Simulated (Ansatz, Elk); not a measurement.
## How far do independent atoms describe TiZn6Cd?

The structure of TiZn6Cd used here is made up (a known structure type with other elements) and was relaxed beforehand with PBEsol. The aim is the Fourier transform of its all-electron density, F(hkl), set beside the sum over free spherical atoms that refinements use.

Main program and level: Elk 11.2.3 (patched build); DFT, PBE, all-electron APW+lo, Dirac cores, scalar-relativistic bands, static density, no spin.

The structure was built from a prototype and need not be the compound's stable phase.

### 1. Starting point

The structure is tetragonal, space group P4/mmm (No. 123). Conventional cell: a = 5.540 Å, b = 5.540 Å, c = 3.927 Å, α = 90.00°, β = 90.00°, γ = 90.00°. Nearest to Cd lie 12 Zn at 2.77 to 2.84 Å. Zn has 8 Zn at 2.64 to 2.90 Å and 2 Ti at 2.71 Å and 2 Cd at 2.84 Å nearest. Zn has 2 Ti at 2.77 Å and 2 Cd at 2.77 Å and 8 Zn at 2.77 Å nearest. Nearest to Ti lie 12 Zn at 2.71 to 2.77 Å. Farther neighbours are not listed.

### 2. Ground state and structure factors

An all-electron density is needed, since X-rays see the cores too. Task 0 finds the density and task 195 Fourier-transforms it; tshift is off so that phases refer to the origin typed.

The input, elk.in:

```
tasks
  0
  195

xctype
  20

spinpol
  .false.

rgkmax
  7.0

gmaxvr
  14.0

lmaxo
  7

lmaxapw
  8

swidth
  0.002

tshift
  .false.

ramdisk
  .false.

hmaxvr
  5.5

maxscl
  120

epspot
  1e-06

sppath
  './'

avec
  10.46967282351 -0.00000000000 0.00000000000
  -0.00000000000 10.46967282351 0.00000000000
  0.00000000000 0.00000000000 7.42023979421

atoms
  3
  'Cd.in'
  1
  -0.0000000000 -0.0000000000 0.5000000000   0.000000 0.000000 0.000000
  'Zn.in'
  6
  0.7383134003 0.7383134003 0.0000000000   0.000000 0.000000 0.000000
  0.2616865997 0.2616865997 0.0000000000   0.000000 0.000000 0.000000
  0.7383134003 0.2616865997 0.0000000000   0.000000 0.000000 0.000000
  0.2616865997 0.7383134003 0.0000000000   0.000000 0.000000 0.000000
  -0.0000000000 0.5000000000 0.5000000000   0.000000 0.000000 0.000000
  0.5000000000 -0.0000000000 0.5000000000   0.000000 0.000000 0.000000
  'Ti.in'
  1
  0.5000000000 0.5000000000 0.5000000000   0.000000 0.000000 0.000000

ngridk
  4 4 6
```

On the command line:

```sh
> OMP_NUM_THREADS=4 elk
```

Numbers of over 12 decimals in the logs are rounded to 6 here.

Output:

```text
┌─────────────────────────┐
│ Elk code version 11.2.3 │
└─────────────────────────┘

All units are atomic (Hartree, Bohr, etc.)

┌─────────────────────────────────────────────────┐
│ Ground-state run starting from atomic densities │
└─────────────────────────────────────────────────┘

Lattice vectors :
   10.46967282      -0.000000000       0.000000000
  -0.000000000       10.46967282       0.000000000
   0.000000000       0.000000000       7.420239794

Reciprocal lattice vectors :
  0.6001319633       0.000000000      -0.000000000
   0.000000000      0.6001319633      -0.000000000
  -0.000000000      -0.000000000      0.8467631076

Unit cell volume      :    813.3625286
Brillouin zone volume :   0.3049688235

Muffin-tin inner radius fraction :   0.1000000000E-01

Nuclei treated as point charges

Species : 1 (Cd)
 parameters loaded from : Cd.in
 name : cadmium
 nuclear charge    :   -48.00000000
 electronic charge :    48.00000000
 atomic mass :    204912.7176
 muffin-tin radius :    2.600000000
 number of radial points in muffin-tin :   1193
 inner part over the whole radius :   0.9972693929E-02
 number on inner part of muffin-tin    :    850
 approximate nuclear radius :   0.8708852602E-04
 number of mesh points to nuclear radius :    426
 atomic positions (lattice), magnetic fields (Cartesian) :
  1 :   0.00000000  0.00000000  0.50000000    0.00000000  0.00000000  0.00000000

Species : 2 (Zn)
 parameters loaded from : Zn.in
 name : zinc
 nuclear charge    :   -30.00000000
 electronic charge :    30.00000000
 atomic mass :    119233.3130
 muffin-tin radius :    2.400000000
 number of radial points in muffin-tin :    993
 inner part over the whole radius :   0.9843840322E-02
 number on inner part of muffin-tin    :    701
 approximate nuclear radius :   0.7484757725E-04
 number of mesh points to nuclear radius :    337
 atomic positions (lattice), magnetic fields (Cartesian) :
  1 :  -0.26168660 -0.26168660  0.00000000    0.00000000  0.00000000  0.00000000
  2 :   0.26168660  0.26168660  0.00000000    0.00000000  0.00000000  0.00000000
  3 :  -0.26168660  0.26168660  0.00000000    0.00000000  0.00000000  0.00000000
  4 :   0.26168660 -0.26168660  0.00000000    0.00000000  0.00000000  0.00000000
  5 :   0.00000000  0.50000000  0.50000000    0.00000000  0.00000000  0.00000000
  6 :   0.50000000  0.00000000  0.50000000    0.00000000  0.00000000  0.00000000

Species : 3 (Ti)
 parameters loaded from : Ti.in
 name : titanium
 nuclear charge    :   -22.00000000
 electronic charge :    22.00000000
 atomic mass :    87256.20317
 muffin-tin radius :    2.400000000
 number of radial points in muffin-tin :    993
 inner part over the whole radius :   0.9985722337E-02
 number on inner part of muffin-tin    :    699
 approximate nuclear radius :   0.6805665174E-04
 number of mesh points to nuclear radius :    325
 atomic positions (lattice), magnetic fields (Cartesian) :
  1 :   0.50000000  0.50000000  0.50000000    0.00000000  0.00000000  0.00000000

Total number of atoms per unit cell :    8
Total muffin-tin volume :    478.9630272
 ratio of muffin-tin to unit cell volume :   0.5888678299

Spin treatment :
 spin-unpolarised

Number of Bravais lattice symmetries :   16
Number of crystal symmetries         :   16
Crystal has inversion symmetry
Real symmetric eigensolver will be used

k-point grid :      4     4     6
k-point offset :    0.000000000       0.000000000       0.000000000
k-point set is reduced with full crystal symmetry group
Total number of k-points :       24

Muffin-tin radius times maximum |G+k| :    7.000000000
 using average radius
Maximum |G+k| for APW functions       :    2.886597938
Maximum (1/2)|G+k|²                   :    4.166223828
Maximum |G| for potential and density :    14.00000000
Constant for pseudocharge density :    9
 order of it for each species :   16  16  16
 order of it for pair densities of each species (exact exchange by exxq0 0: 17) :   11   9   9
Radial integration step length :    1

[...]
exchange                    :     -613.49364684129
 correlation                 :     -12.286417199285
 electron entropic           :    -0.17187853241864E-02
 total energy                :     -17226.891841834

Density of states at Fermi energy :    135.9794972
 (states/Hartree/unit cell)

Estimated indirect band gap :   0.3901134159E-03
 from k-point 15 to k-point 1
Estimated direct band gap   :   0.6239326511E-02
 at k-point 1

Charges :
 core                        :    112.0000000
 valence                     :    138.0000000
 interstitial                :    9.000149153
 muffin-tins (core leakage)
  species : 1 (Cd)
[...]
species : 2 (Zn)
[...]
species : 3 (Ti)
[...]
total in muffin-tins        :    240.9998508
 total calculated charge     :    249.9984667
 total charge                :    250.0000000
 error                       :   0.1533323631E-02

RMS change in Kohn-Sham potential (target) :   0.3272172993     (  0.1000000000E-05)
Absolute change in total energy (target)   :   0.8929803268E-01 (  0.1000000000E-03)

[... loops 3 to 18 left out ...]

┌──────────────────┐
│ Loop number : 19 │
└──────────────────┘

Energies :
 Fermi                       :     0.265997
 sum of occupied eigenvalues :     -10022.955656560
 electron kinetic            :      17703.745591897
 core electron kinetic       :      16168.795516734
 Coulomb                     :     -34303.161509867
 Coulomb potential           :     -26910.944826645
 nuclear-nuclear             :     -2469.7314875698
 electron-nuclear            :     -36832.228028695
 Hartree                     :      4998.7980063974
 Madelung                    :     -20847.689096545
 xc potential                :     -815.75642181270
 exchange                    :     -614.77759532453
 correlation                 :     -12.299157803473
 electron entropic           :    -0.15785405657625E-02
 total energy                :     -17226.494249638

Density of states at Fermi energy :    122.4160191
 (states/Hartree/unit cell)

Estimated indirect band gap :   0.7477485622E-03
 from k-point 4 to k-point 15
Estimated direct band gap   :   0.1605728162E-02
 at k-point 15

Charges :
 core                        :    112.0000000
 valence                     :    138.0000000
 interstitial                :    8.822280599
 muffin-tins (core leakage)
  species : 1 (Cd)
[...]
species : 2 (Zn)
[...]
species : 3 (Ti)
[...]
total in muffin-tins        :    241.1777194
 total calculated charge     :    249.9985439
 total charge                :    250.0000000
 error                       :   0.1456124051E-02

RMS change in Kohn-Sham potential (target) :   0.1788829440E-06 (  0.1000000000E-05)
Absolute change in total energy (target)   :   0.3202063817E-04 (  0.1000000000E-03)

Convergence targets achieved

┌──────────────────┐
│ Loop number : 20 │
└──────────────────┘

Energies :
 Fermi                       :     0.265997
 sum of occupied eigenvalues :     -10022.955660965
 electron kinetic            :      17703.745592666
 core electron kinetic       :      16168.795516667
 Coulomb                     :     -34303.161510813
 Coulomb potential           :     -26910.944826796
 nuclear-nuclear             :     -2469.7314875698
 electron-nuclear            :     -36832.228030758
 Hartree                     :      4998.7980075142
 Madelung                    :     -20847.689097415
 xc potential                :     -815.75642683511
 exchange                    :     -614.77759554474
 correlation                 :     -12.299157792172
 electron entropic           :    -0.15785401960809E-02
 total energy                :     -17226.494250024

Density of states at Fermi energy :    122.4159784
 (states/Hartree/unit cell)

Estimated indirect band gap :   0.7477459031E-03
 from k-point 4 to k-point 15
Estimated direct band gap   :   0.1605746934E-02
 at k-point 15

Charges :
 core                        :    112.0000000
 valence                     :    138.0000000
 interstitial                :    8.822280241
 muffin-tins (core leakage)
  species : 1 (Cd)
[...]
species : 2 (Zn)
[...]
atom 5                    :    29.00408716     (  0.8081213957E-04)
   atom 6                    :    29.00408716     (  0.8081213957E-04)
  species : 3 (Ti)
   atom 1                    :    20.36919449     ( -0.2204245781E-06)
 total in muffin-tins        :    241.1777198
 total calculated charge     :    249.9985439
 total charge                :    250.0000000
 error                       :   0.1456124103E-02

┌──────────────────────────────┐
│ Self-consistent loop stopped │
└──────────────────────────────┘

Warning : core states of species 1 leak from the muffin-tin :   0.2436551517E-03

Wrote STATE.OUT
```

Run time: 95 s. Hardware: 4 threads of Arm Neoverse V1, shared host; peak memory 0.37 GiB; 5 min of CPU time.

SFACRHO.OUT:

```text

h k l indices transformed by vhmat matrix:
   1.000000000       0.000000000       0.000000000    
   0.000000000       1.000000000       0.000000000    
   0.000000000       0.000000000       1.000000000    

      h      k      l  multipl.   |H|            Re(F)            Im(F)           |F|

      0      0      0      1   0.0000000       250.00000      0.13500363E-16   250.00000    
      0      1      0      4  0.60013196       16.880634      0.54494227E-14   16.880634    
      0      0      1      2  0.84676311      -8.0165141      0.13618907E-13   8.0165141    
      1     -1      0      4  0.84871476       8.4934840     -0.37734188E-14   8.4934840    
      0     -1     -1      8   1.0378661      -31.596233      0.15850228E-14   31.596233    
     -1     -1      1      8   1.1988847      -6.2340896      0.81885973E-14   6.2340896    
      2      0      0      4   1.2002639       7.8415878     -0.52295522E-13   7.8415878    
     -2      1      0      8   1.3419359       29.937274      0.68278347E-14   29.937274    
      2      0     -1      8   1.4688912      -191.68826     -0.44007312E-13   191.68826    
      1     -2     -1     16   1.5867576      -15.149093     -0.16946908E-13   15.149093    
      0      0     -2      2   1.6935262       182.48190      0.23193379E-13   182.48190    
     -2     -2      0      4   1.6974295       180.38068     -0.50279570E-13   180.38068    
      1      0     -2      8   1.7967163       14.496035      0.94214775E-14   14.496035    
      0      3      0      4   1.8003959       39.592318      0.18723739E-13   39.592318    
     -1     -1      2      8   1.8942935       5.9157715      0.90509648E-15   5.9157715    
      2     -2     -1      8   1.8969119      -7.2056433     -0.18868324E-13   7.2056433    
     -1     -3      0      8   1.8977839       4.1035238      0.65361423E-14   4.1035238    
      0     -3      1      8   1.9895811      -2.0122998      0.79961417E-14   2.0122998
```

Elk indexes on the primitive cell of elk.in and gives |H| = 4π sin θ/λ in inverse bohr. Below, one row stands for each form hkl of the conventional cell (m members, Friedel mates merged), F is for one primitive cell and the density is static (no thermal factor). Free-atom factors are Waasmaier and Kirfel's, and R is Σm||F|−|F'||/Σm|F|.

```
hkl   m  sin θ/λ (Å⁻¹)  abs F, DFT  neutral atoms   diff.
100   4          0.090      16.881         17.245  -0.364
001   2          0.127       8.017          7.765  +0.252
110   4          0.128       8.493          8.339  +0.155
101   8          0.156      31.596         31.725  -0.129
111   8          0.180       6.234          6.233  +0.001
200   4          0.180       7.842          7.843  -0.002
210   8          0.202      29.937         29.861  +0.076
201   8          0.221     191.688        193.249  -1.561
211  16          0.239      15.149         15.116  +0.033
002   2          0.255     182.482        184.100  -1.618
220   4          0.255     180.381        182.015  -1.634
102   8          0.270      14.496         14.476  +0.020
300   4          0.271      39.592         39.863  -0.270
112   8          0.285       5.916          5.606  +0.310
221   8          0.285       7.206          6.963  +0.243
310   8          0.285       4.104          3.780  +0.323
301   8          0.299       2.012          1.931  +0.081
202   8          0.312       6.062          5.754  +0.308
311  16          0.312       6.473          6.178  +0.295
212  16          0.325      25.113         25.171  -0.058
320   8          0.325       2.395          2.224  +0.171
321  16          0.349      35.193         35.259  -0.066
```

### 3. The highest occupied states alone

An energy window below the Fermi level keeps the highest occupied states, to see at which angles they scatter; shallow core shells can lie inside it and anion s states outside. No new self-consistency is needed.

elk.in: that of step 2 with these lines changed.

```diff
@@ -1,3 +1,2 @@
 tasks
-  0
   195
@@ -40,2 +39,5 @@
 
+wsfac
+  -0.101500 0.566000
+
 sppath
```

On the command line:

```sh
> OMP_NUM_THREADS=4 elk
```

Output:

```text
┌─────────────────────────────────┐
│ Elk code version 11.2.3 started │
└─────────────────────────────────┘

Info(readinput): the functional depends on the density's gradient
 muffin-tin radial points multiplied by    2.00000
 (not where nrmtscf is given)

┌────────────────────┐
│ Current task : 195 │
└────────────────────┘

Info(sfacrho): density structure factors written to SFACRHO.OUT

 Energy window :  -0.1015000000      0.5660000000

┌──────────────────┐
│ Elk code stopped │
└──────────────────┘
```

Elapsed: 22 s, on 4 threads; peak memory 0.21 GiB; 28 s of CPU time.

States within 10 eV below the Fermi level hold 87.98 electrons; any levels below the window count with the cores. Their amplitudes can exceed the total, where window and core parts have opposite phase:

```
hkl  sin θ/λ (Å⁻¹)  abs F, window  abs F, all
100          0.090          4.013      16.881
001          0.127          8.628       8.017
110          0.128          8.521       8.493
101          0.156          8.505      31.596
111          0.180          8.910       6.234
200          0.180          8.384       7.842
210          0.202          7.106      29.937
201          0.221         47.113     191.688
211          0.239          1.887      15.149
002          0.255         41.845     182.482
```

### 4. Another functional

The difference from free atoms is small, so it is set against the change that LDA (Perdew-Wang) makes.

elk.in: that of step 3 with these lines changed.

```diff
@@ -1,2 +1,3 @@
 tasks
+  0
   195
@@ -4,3 +5,3 @@
 xctype
-  20
+  3
 
@@ -39,5 +40,2 @@
 
-wsfac
-  -0.101500 0.566000
-
 sppath
```

On the command line:

```sh
> OMP_NUM_THREADS=4 elk
```

Output:

```text
┌─────────────────────────┐
│ Elk code version 11.2.3 │
└─────────────────────────┘

All units are atomic (Hartree, Bohr, etc.)

┌─────────────────────────────────────────────────┐
│ Ground-state run starting from atomic densities │
└─────────────────────────────────────────────────┘

Lattice vectors :
   10.46967282      -0.000000000       0.000000000
  -0.000000000       10.46967282       0.000000000
   0.000000000       0.000000000       7.420239794

Reciprocal lattice vectors :
  0.6001319633       0.000000000      -0.000000000
[...]
species : 1 (Cd)
[...]
species : 2 (Zn)
[...]
atom 6                    :    29.01869876     (  0.8100806243E-04)
  species : 3 (Ti)
   atom 1                    :    20.38052702     ( -0.3536574994E-05)
 total in muffin-tins        :    241.2872186
 total calculated charge     :    249.9984838
 total charge                :    250.0000000
 error                       :   0.1516229485E-02

┌──────────────────────────────┐
│ Self-consistent loop stopped │
└──────────────────────────────┘

Warning : core states of species 1 leak from the muffin-tin :   0.2441445865E-03

Wrote STATE.OUT
[key lines of the parts left out:]
total energy                :     -17203.648334865
```

Run time: 50 s. Hardware: 4 threads; peak memory 0.2 GiB.

Against the first run R = 0.05 %; the largest change is -0.138 at 400.

### 5. Basis size

A smaller basis shows how fast F responds to it; the change is likely larger than the basis error of the first run, but doesn't show convergence.

elk.in: that of step 4 with these lines changed.

```diff
@@ -5,3 +5,3 @@
 xctype
-  3
+  20
 
@@ -11,3 +11,3 @@
 rgkmax
-  7.0
+  5.5
```

On the command line:

```sh
> OMP_NUM_THREADS=4 elk
```

Output:

```text
┌─────────────────────────┐
│ Elk code version 11.2.3 │
└─────────────────────────┘

All units are atomic (Hartree, Bohr, etc.)

┌─────────────────────────────────────────────────┐
│ Ground-state run starting from atomic densities │
└─────────────────────────────────────────────────┘

Lattice vectors :
   10.46967282      -0.000000000       0.000000000
  -0.000000000       10.46967282       0.000000000
   0.000000000       0.000000000       7.420239794

Reciprocal lattice vectors :
  0.6001319633       0.000000000      -0.000000000
[...]
species : 1 (Cd)
[...]
species : 2 (Zn)
[...]
atom 6                    :    28.97445711     (  0.8124753278E-04)
  species : 3 (Ti)
   atom 1                    :    20.31630676     ( -0.2204247718E-06)
 total in muffin-tins        :    240.9156412
 total calculated charge     :    249.9991248
 total charge                :    250.0000000
 error                       :   0.8752208121E-03

┌──────────────────────────────┐
│ Self-consistent loop stopped │
└──────────────────────────────┘

Warning : core states of species 1 leak from the muffin-tin :   0.2442279316E-03

Wrote STATE.OUT
[key lines of the parts left out:]
total energy                :     -17226.201865952
```

Elapsed: 76 s, on 4 threads; peak memory 0.35 GiB; 3.9 min of CPU time.

Against the first run R = 0.04 %; the largest change is +0.176 at 222.

### 6. Settings against the effect

```
              run  R against the first run (%)  R against neutral atoms, low angle (%)  wall time
    PBE, rgkmax 7                         0.00                                    0.90       95 s
LDA (Perdew-Wang)                         0.05                                    0.90       50 s
       rgkmax 5.5                         0.04                                    0.91       76 s
```

### 7. What came out

| Quantity | Value |
| --- | --- |
| R against neutral atoms, sin θ/λ < 0.3 Å⁻¹ | 0.90 % |
| R against neutral atoms, 0.3 to 0.74 Å⁻¹ | 0.31 % |

In words: Independent neutral atoms miss the calculated amplitudes by R = 0.90 % below 0.3 Å⁻¹ and 0.31 % from there to 0.74 Å⁻¹; by shells, 2.19 % below 0.15 Å⁻¹ (3 forms), 0.86 % 0.15 to 0.3 (14 forms), 0.39 % 0.3 to 0.45 (23 forms), 0.28 % above 0.45 (109 forms). Bonding, aspherical density and the tables' own atoms all enter these figures, and the runs don't part them. The largest change of an amplitude is -1.63 electrons, at 220. The window's part falls from 88.0 electrons at the origin to at most 15.02 between 0.45 and 0.74 Å⁻¹, where compact states inside the window still scatter. Below 0.3 Å⁻¹ the changes that finished (LDA (Perdew-Wang) and rgkmax 5.5) move F by R = 0.05 % at most, against the 0.90 % that separates it from free atoms. The k-mesh has no finished test. These runs have no spin, though d or f shells may be open. Part of the difference isn't bonding: the tables are fits to free atoms and ions calculated by other methods than this functional. Thermal motion, anomalous dispersion and extinction are left out.

[Logs are printed without paths, hosts, clocks, repeated set-up lines and the standing remarks that a program may print on its own settings, such as how far it seeks lower states.]

[Hosts, paths, dates, database ids (printed as entryN), source tags and the programs' standing remarks are cut or masked in the printed files.]
